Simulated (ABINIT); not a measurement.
# KGeH3 (Pm-3m): zone-centre phonons, part 2 of 4

Which modes does KGeH3 (Pm-3m) have at the zone centre?

ABINIT 10.8.3; DFT PBE, scalar-relativistic, plane waves, PseudoDojo norm-conserving pseudopotentials.

So far. Step 5 (Relaxation): The volume changes by -0.6 % in this run and stands -21.1 % from the first cell. The relaxed cell has a = 4.075 Å (conventional setting).

The structure was built from a prototype and need not be the compound's stable phase.

## 7. Zone-centre response

At q = 0 one unit cell holds all displacements. The response is solved for single atoms along the cell's directions, and symmetry skips those that follow from others. The crystal is treated as a metal, which screens a static field, so no field response is asked.

The input, dfpt_gamma.abi:

```

# common to the responses
getwfk_filepath "gso_WFK"
kptopt 2
nqpt 1
qpt 0.0 0.0 0.0
asr 0
chneut 0

# displacements
rfphon 1
rfatpol 1 5
rfdir 1 1 1
tolvrs 1.0d-10
prtwf 0

# basis, mesh and filling
ecut 43.0
ecutsm 3.0
ngkpt 6 6 6
nshiftk 1
shiftk 0.0 0.0 0.0
istwfk *1
occopt 6
tsmear 0.01
nband 20
nstep 100
diemac 1000000.0
prtebands 0
prtgsr 0
useylm 1

# cell and atoms
acell 7.701204235 7.701204235 7.701204235
rprim 
    1.0 0.0 0.0
    0.0 1.0 0.0
    0.0 0.0 1.0
ntypat 3
znucl 19 32 1
natom 5
typat 1 2 3 3 3
xred 
    0.0 0.0 0.0
    0.5 0.5 0.5
    0.5 0.5 0.0
    0.5 0.0 0.5
    0.0 0.5 0.5
pp_dirpath "./pseudo"
pseudos "K.upf, Ge.upf, H.upf"
```

Command:

```console
OMP_NUM_THREADS=1 mpirun -n 4 abinit dfpt_gamma.abi > dfpt_gamma.log
```

Numbers of over 12 decimals in the logs are rounded to 6 here.

dfpt_gamma.abo, the main output file:

```text
[banners, grids, parts of the stress and lines that vanish by symmetry left out]
- input  file    -> dfpt_gamma.abi
- output file    -> dfpt_gamma.abo
- root for input  files -> dfpt_gammai
- root for output files -> dfpt_gammao

 Symmetries : space group Pm -3 m (#221); Bravais cP (primitive cubic)
================================================================================
 Values of the parameters that define the memory need of the present run (RF).
     intxc =       0      iscf =       7    lmnmax =      18     lnmax =       6
     mgfft =      48  mpssoang =       3    mqgrid =    3001     natom =       5
  nloc_mem =       1    nspden =       1   nspinor =       1    nsppol =       1
      nsym =      48    n1xccc =    2501    ntypat =       3    occopt =       6
   xclevel =       2
-    mband =          20        mffmem =           1         mkmem =          28
-   mkqmem =          28        mk1mem =          28           mpw =        6187
      nfft =      110592          nkpt =         112
- my_mband =          20
================================================================================
================================================================================

--------------------------------------------------------------------------------
------------- Echo of variables that govern the present computation ------------
--------------------------------------------------------------------------------
-
- outvars: echo of selected default values
-   iomode0 =  0 , fftalg0 =312 , wfoptalg0 =  0
-
- outvars: echo of global parameters not present in the input file
-  max_nthreads =    1
-
 -outvars: echo values of preprocessed input variables
 [... echo left out ...]
================================================================================

 chkinp: Checking input parameters for consistency.

[...]
== DATASET  1 ==================================================================
-   mpi_nproc: 4, omp_nthreads: 1 (-1 if OMP is not activated)

--- !DatasetInfo
iteration_state: {dtset: 1, }
dimensions: {natom: 5, nkpt: 112, mband: 20, nsppol: 1, nspinor: 1, nspden: 1, mpw: 6187, }
cutoff_energies: {ecut:  43.0, pawecutdg:  -1.0, }
electrons: {nelect:   2.60000000E+01, charge:   0.00000000E+00, occopt:   6.00000000E+00, tsmear:   1.00000000E-02, }
meta: {optdriver: 1, rfphon: 1, }
...

 mkfilename: getwfk from: gso_WFK

 Real(R)+Recip(G) space primitive vectors, cartesian coordinates (Bohr,Bohr^-1):
 R(1)=  7.7012042  0.0000000  0.0000000  G(1)=  0.1298498  0.0000000  0.0000000
 R(2)=  0.0000000  7.7012042  0.0000000  G(2)=  0.0000000  0.1298498  0.0000000
 R(3)=  0.0000000  0.0000000  7.7012042  G(3)=  0.0000000  0.0000000  0.1298498
 Unit cell volume ucvol=  4.5674723E+02 bohr^3
 Angles (23,13,12)=  9.00000000E+01  9.00000000E+01  9.00000000E+01 degrees
 setup1 : take into account q-point for computing boxcut.

 getcut: wavevector=  0.0000  0.0000  0.0000  ngfft=  48  48  48
         ecut(hartree)=     43.000   => boxcut(ratio)=   2.11146

--- Pseudopotential description ------------------------------------------------
- pspini: atom type   1  psp file is ./pseudo/K.upf

- pspini: atom type   2  psp file is ./pseudo/Ge.upf

- pspini: atom type   3  psp file is ./pseudo/H.upf

   1.05094945E+03                                ecore*ucvol(ha*bohr**3)
--------------------------------------------------------------------------------

 ==>  initialize data related to q vector <==

 The list of irreducible perturbations for this q vector is:
    1)    idir= 1    ipert=   1
    2)    idir= 1    ipert=   2
    3)    idir= 1    ipert=   3
    4)    idir= 3    ipert=   3

[...]
The perturbation idir=   2  ipert=   1 is
 symmetric of a previously calculated perturbation.
 So, its SCF calculation is not needed.

 The perturbation idir=   3  ipert=   1 is
 symmetric of a previously calculated perturbation.
 So, its SCF calculation is not needed.

 The perturbation idir=   2  ipert=   2 is
 symmetric of a previously calculated perturbation.
 So, its SCF calculation is not needed.

 The perturbation idir=   3  ipert=   2 is
 symmetric of a previously calculated perturbation.
 So, its SCF calculation is not needed.

[...]
The perturbation idir=   2  ipert=   5 is
 symmetric of a previously calculated perturbation.
 So, its SCF calculation is not needed.

 The perturbation idir=   3  ipert=   5 is
 symmetric of a previously calculated perturbation.
 So, its SCF calculation is not needed.

--------------------------------------------------------------------------------
 Perturbation wavevector (in red.coord.)   0.000000  0.000000  0.000000
 Perturbation : displacement of atom   1   along direction   1
 Found     8 symmetries that leave the perturbation invariant.

[...]
dfpt_looppert : total number of electrons, from k and k+q
  fully or partially occupied states are    2.600000E+01 and    2.600000E+01.
 Initialisation of the first-order wave-functions :
  ireadwf=   0

--- !BeginCycle
iteration_state: {dtset: 1, }
solver: {iscf: 7, nstep: 100, nline: 4, wfoptalg: 0, }
tolerances: {tolvrs: 1.00E-10, }
...

     iter   2DEtotal(Ha)        deltaE(Ha) residm    vres2
-ETOT  1   4.017596     -1.942E+03 1.064E+01 3.565E+02
 ETOT  2   1.076327     -2.941E+00 7.733E-01 6.802E+02
 ETOT  3  0.831329     -2.450E-01 7.083E-01 1.281E+02
 ETOT  4  0.787474     -4.385E-02 7.302E-01 6.545E+00
 ETOT  5  0.784521     -2.954E-03 4.616E-01 7.382E-01
[...]
At SCF step   12       vres2   =  3.42E-12 < tolvrs=  1.00E-10 =>converged.
[...]
Mean square residual over all n,k,spin=   24.012E-05; max=  16.248E-02

 Thirteen components of 2nd-order total energy (hartree) are
 1,2,3: 0th-order hamiltonian combined with 1st-order wavefunctions
     kin0=   1.63875397E+03 eigvalue=   2.11602281E+02  local=  -1.53758483E+03
 4,5,6: 1st-order hamiltonian combined with 1st and 0th-order wfs
 loc psp =  -1.75917029E+03  Hartree=   5.31182547E+02     xc=  -1.41521235E+02
 note that "loc psp" includes a xc core correction that could be resolved
 7,8,9: eventually, occupation + non-local contributions
    edocc=   1.36451458E+02     enl0=   1.10594723E+03   enl1=  -2.13049257E+03
 1-9 gives the relaxation energy (to be shifted if some occ is /=2.0)
   erelax=  -1.94483143E+03
 10,11,12 Non-relaxation  contributions : frozen-wavefunctions and Ewald
 fr.local=   8.27957289E+02 fr.nonlo=   1.06652177E+03  Ewald=   8.32187904E+01
 13,14 Frozen wf xc core corrections (1) and (2)
 frxc 1  =  -1.58851568E+02  frxc 2 =   1.26769485E+02
 Resulting in :
 2DEtotal=    0.7843379658E+00 Ha. Also 2DEtotal=    0.213429233349E+02 eV
    (2DErelax=   -1.9448314306E+03 Ha. 2DEnonrelax=    1.9456157686E+03 Ha)
    (  non-var. 2DEtotal :    7.8433778914E-01 Ha)

[...]
Perturbation wavevector (in red.coord.)   0.000000  0.000000  0.000000
 Perturbation : displacement of atom   2   along direction   1
 Found     8 symmetries that leave the perturbation invariant.

[...]
dfpt_looppert : total number of electrons, from k and k+q
  fully or partially occupied states are    2.600000E+01 and    2.600000E+01.
 Initialisation of the first-order wave-functions :
  ireadwf=   0

--- !BeginCycle
iteration_state: {dtset: 1, }
solver: {iscf: 7, nstep: 100, nline: 4, wfoptalg: 0, }
tolerances: {tolvrs: 1.00E-10, }
...

     iter   2DEtotal(Ha)        deltaE(Ha) residm    vres2
-ETOT  1   7.295315     -4.313E+04 2.577E+01 6.607E+02
[...]
At SCF step   11       vres2   =  2.38E-11 < tolvrs=  1.00E-10 =>converged.
[...]
Mean square residual over all n,k,spin=   78.486E-06; max=  50.871E-03

 Thirteen components of 2nd-order total energy (hartree) are
 1,2,3: 0th-order hamiltonian combined with 1st-order wavefunctions
     kin0=   4.77353381E+04 eigvalue=   3.98129492E+03  local=  -1.43757360E+04
 4,5,6: 1st-order hamiltonian combined with 1st and 0th-order wfs
 loc psp =  -7.20600376E+03  Hartree=   3.06145012E+03     xc=  -7.25737772E+02
 note that "loc psp" includes a xc core correction that could be resolved
 7,8,9: eventually, occupation + non-local contributions
    edocc=   1.85670521E+01     enl0=   3.44088989E+03   enl1=  -7.90661290E+04
 1-9 gives the relaxation energy (to be shifted if some occ is /=2.0)
   erelax=  -4.31360664E+04
 10,11,12 Non-relaxation  contributions : frozen-wavefunctions and Ewald
 fr.local=   3.50553845E+03 fr.nonlo=   3.95004221E+04  Ewald=   9.13774954E+01
 13,14 Frozen wf xc core corrections (1) and (2)
 frxc 1  =  -8.42198828E+02  frxc 2 =   8.79088000E+02
 Resulting in :
 2DEtotal=   -0.1839130321E+01 Ha. Also 2DEtotal=   -0.500452855254E+02 eV
    (2DErelax=   -4.3136066362E+04 Ha. 2DEnonrelax=    4.3134227232E+04 Ha)
    (  non-var. 2DEtotal :   -1.8391320687E+00 Ha)

[...]
Perturbation wavevector (in red.coord.)   0.000000  0.000000  0.000000
 Perturbation : displacement of atom   3   along direction   1
 Found     4 symmetries that leave the perturbation invariant.

[...]
dfpt_looppert : total number of electrons, from k and k+q
  fully or partially occupied states are    2.600000E+01 and    2.600000E+01.
 Initialisation of the first-order wave-functions :
  ireadwf=   0

--- !BeginCycle
iteration_state: {dtset: 1, }
solver: {iscf: 7, nstep: 100, nline: 4, wfoptalg: 0, }
tolerances: {tolvrs: 1.00E-10, }
...

     iter   2DEtotal(Ha)        deltaE(Ha) residm    vres2
-ETOT  1   1.169093     -5.805E+01 5.075E-01 1.014E+03
[...]
At SCF step   11       vres2   =  6.71E-12 < tolvrs=  1.00E-10 =>converged.
[...]
Mean square residual over all n,k,spin=   51.455E-06; max=  56.545E-03

 Thirteen components of 2nd-order total energy (hartree) are
 1,2,3: 0th-order hamiltonian combined with 1st-order wavefunctions
     kin0=   6.46642968E+01 eigvalue=   1.63050335E-01  local=  -1.45419047E+01
 4,5,6: 1st-order hamiltonian combined with 1st and 0th-order wfs
 loc psp =  -8.33121352E+01  Hartree=   1.35215883E+01     xc=  -9.36116657E+00
 note that "loc psp" includes a xc core correction that could be resolved
 7,8,9: eventually, occupation + non-local contributions
    edocc=   4.57428419E+00     enl0=  -8.04956515E-01   enl1=  -3.31182485E+01
 1-9 gives the relaxation energy (to be shifted if some occ is /=2.0)
   erelax=  -5.82151918E+01
 10,11,12 Non-relaxation  contributions : frozen-wavefunctions and Ewald
 fr.local=   5.16954123E+01 fr.nonlo=   1.67651276E+01  Ewald=  -9.24317848E+00
 13,14 Frozen wf xc core corrections (1) and (2)
 frxc 1  =   0.00000000E+00  frxc 2 =   0.00000000E+00
 Resulting in :
 2DEtotal=    0.1002169615E+01 Ha. Also 2DEtotal=    0.272704244690E+02 eV
    (2DErelax=   -5.8215191808E+01 Ha. 2DEnonrelax=    5.9217361422E+01 Ha)
    (  non-var. 2DEtotal :    1.0021696142E+00 Ha)

[...]
Perturbation wavevector (in red.coord.)   0.000000  0.000000  0.000000
 Perturbation : displacement of atom   3   along direction   3
 Found     8 symmetries that leave the perturbation invariant.

--------------------------------------------------------------------------------

--------------------------------------------------------------------------------

 dfpt_looppert : total number of electrons, from k and k+q
  fully or partially occupied states are    2.600000E+01 and    2.600000E+01.
 Initialisation of the first-order wave-functions :
  ireadwf=   0

--- !BeginCycle
iteration_state: {dtset: 1, }
solver: {iscf: 7, nstep: 100, nline: 4, wfoptalg: 0, }
tolerances: {tolvrs: 1.00E-10, }
...

     iter   2DEtotal(Ha)        deltaE(Ha) residm    vres2
-ETOT  1  -5.408926     -6.587E+01 8.911E-01 8.015E+02
[...]
ETOT 10  -5.684787     -2.572E-12 4.788E-04 3.893E-10
 ETOT 11  -5.684787      2.544E-12 8.781E-04 6.018E-12

 At SCF step   11       vres2   =  6.02E-12 < tolvrs=  1.00E-10 =>converged.
[...]
Mean square residual over all n,k,spin=   23.267E-07; max=  87.815E-05

 Thirteen components of 2nd-order total energy (hartree) are
 1,2,3: 0th-order hamiltonian combined with 1st-order wavefunctions
     kin0=   6.40376964E+01 eigvalue=   3.90770882E-01  local=  -1.46591060E+01
 4,5,6: 1st-order hamiltonian combined with 1st and 0th-order wfs
 loc psp =  -9.64431920E+01  Hartree=   1.88125554E+01     xc=  -1.34000961E+01
 note that "loc psp" includes a xc core correction that could be resolved
 7,8,9: eventually, occupation + non-local contributions
    edocc=   1.20188941E+01     enl0=  -1.05517773E+00   enl1=  -3.58478819E+01
 1-9 gives the relaxation energy (to be shifted if some occ is /=2.0)
   erelax=  -6.61455369E+01
 10,11,12 Non-relaxation  contributions : frozen-wavefunctions and Ewald
 fr.local=  -1.44472563E+01 fr.nonlo=   1.56281246E+01  Ewald=   5.92798817E+01
 13,14 Frozen wf xc core corrections (1) and (2)
 frxc 1  =   0.00000000E+00  frxc 2 =   0.00000000E+00
 Resulting in :
 2DEtotal=   -0.5684786932E+01 Ha. Also 2DEtotal=   -0.154690932930E+03 eV
    (2DErelax=   -6.6145536929E+01 Ha. 2DEnonrelax=    6.0460749997E+01 Ha)
    (  non-var. 2DEtotal :   -5.6847869318E+00 Ha)

[...]
---- first-order wavefunction calculations are completed ----

 ==> Compute Derivative Database <==

 [... matrices left out ...]
  Phonon wavevector (reduced coordinates) :  0.00000  0.00000  0.00000
 Phonon energies in Hartree :
  -7.264724E-03 -7.264724E-03 -7.264724E-03 -5.494650E-06 -5.494649E-06
  -5.494648E-06  5.343371E-04  5.343371E-04  5.343371E-04  2.946136E-03
   2.946136E-03  2.946136E-03  3.160349E-03  3.160349E-03  3.160349E-03
 Phonon frequencies in cm-1    :
- -1.594423E+03 -1.594423E+03 -1.594423E+03 -1.205936E+00 -1.205936E+00
- -1.205936E+00  1.172734E+02  1.172734E+02  1.172734E+02  6.466022E+02
-  6.466022E+02  6.466022E+02  6.936164E+02  6.936164E+02  6.936164E+02

== END DATASET(S) ==============================================================
================================================================================

 -outvars: echo values of variables after computation
            acell      7.7012042350E+00  7.7012042350E+00  7.7012042350E+00 Bohr
           etotal     -5.6847869319E+00
            fcart      0.0000000000E+00  0.0000000000E+00  0.0000000000E+00
           strten      0.0000000000E+00  0.0000000000E+00  0.0000000000E+00
================================================================================
```

The job ended after 3.2 min (4 MPI ranks of Arm Neoverse V1, shared host).

This step gave:

```
largest acoustic frequency at the zone centre before the sum rule : -1.21 cm⁻¹
highest optical zone-centre mode (no LO-TO term)                  : 693.6 cm⁻¹
lowest optical zone-centre mode                                   : -1594 cm⁻¹
```

The acoustic modes at Γ come out as far as 1.2 cm⁻¹ from zero, where they should vanish, a small numerical error. The lowest optical mode is imaginary, 1594i cm⁻¹, an instability at this level and on this k mesh.

(Continued in part 3 of 4.)

[Host names and launcher messages were left out of these logs when they were recorded.]

[Logs are printed without paths, hosts, clocks, repeated set-up lines and the standing remarks that a program may print on its own settings, such as how far it seeks lower states.]

[Hosts, paths, dates, database ids (printed as entryN), source tags and the programs' standing remarks are cut or masked in the printed files.]
